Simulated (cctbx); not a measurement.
# Resonant diffraction in CeCu9Te6

Space group I4/m (no. 87), a = 8.0090 Å, b = 8.0090 Å, c = 12.0010 Å, α = 90.00°, β = 90.00°, γ = 90.00°.

```csv
atom,mult.,x,y,z,Ueq (Å²)
Ce1,2,0,0,0,0.0039
Te1,8,0.3192,0.1488,0,0.0054
Te2,4,1/2,1/2,0.2657,0.0036
Cu1,16,0.3469,0.1353,0.3407,0.0059
Cu2,2,1/2,1/2,0,0.0052
```

The model is made up (kin elements in a known structure type, no relaxation), so it says nothing on whether the phase exists.

Calculated with cctbx: free-atom f′ and f″ from the Sasaki tables, no fine structure; amplitudes in electrons.

```
E (eV)  F 0 0 4  F 2 0 2  F 2 1 1  F 1 1 4
  8379    417.8    164.4    156.3    287.8
  8729    424.9    166.8    162.6    283.6
  8859    430.9    169.3    168.2    279.5
  8919    436.7    171.7    173.6    275.5
  8949    442.6    174.2    179.1    271.3
  8964    448.5    176.8    184.6    267.1
  8971    453.8    179.0    189.5    263.4
  8975    459.4    181.5    194.8    259.4
  8983    457.8    181.3    193.1    260.8
  8987    451.0    178.3    186.6    265.6
  8994    445.1    175.7    181.0    269.7
  9009    438.6    172.9    174.9    274.3
  9039    432.2    170.1    168.8    278.8
  9129    423.8    166.3    160.9    284.8
  9379    414.6    162.1    152.2    291.4
```

**Question.** Which edge is crossed, and why do the reflections move as they do?

The K edge of Cu. The edge is at 8979 eV. f′ of Cu falls from -4.0 e at 8859 eV to -7.5 e at 4 eV below it, and f″ steps from 0.48 to 3.90 e across it. Over that approach |F| changes by +7 % (0 0 4), +7 % (2 0 2), +16 % (2 1 1) and -7 % (1 1 4): a reflection falls where Cu scatters in phase with the total and rises where it scatters against it; it hardly moves where the Cu term is small or cancels by symmetry. Above the edge the larger f″ enters the imaginary part, where it can add to or cancel the other atoms' f″. The structure is centrosymmetric, so Friedel mates stay equal.

[Logs are printed without paths, hosts, clocks, repeated set-up lines and the standing remarks that a program may print on its own settings, such as how far it seeks lower states.]
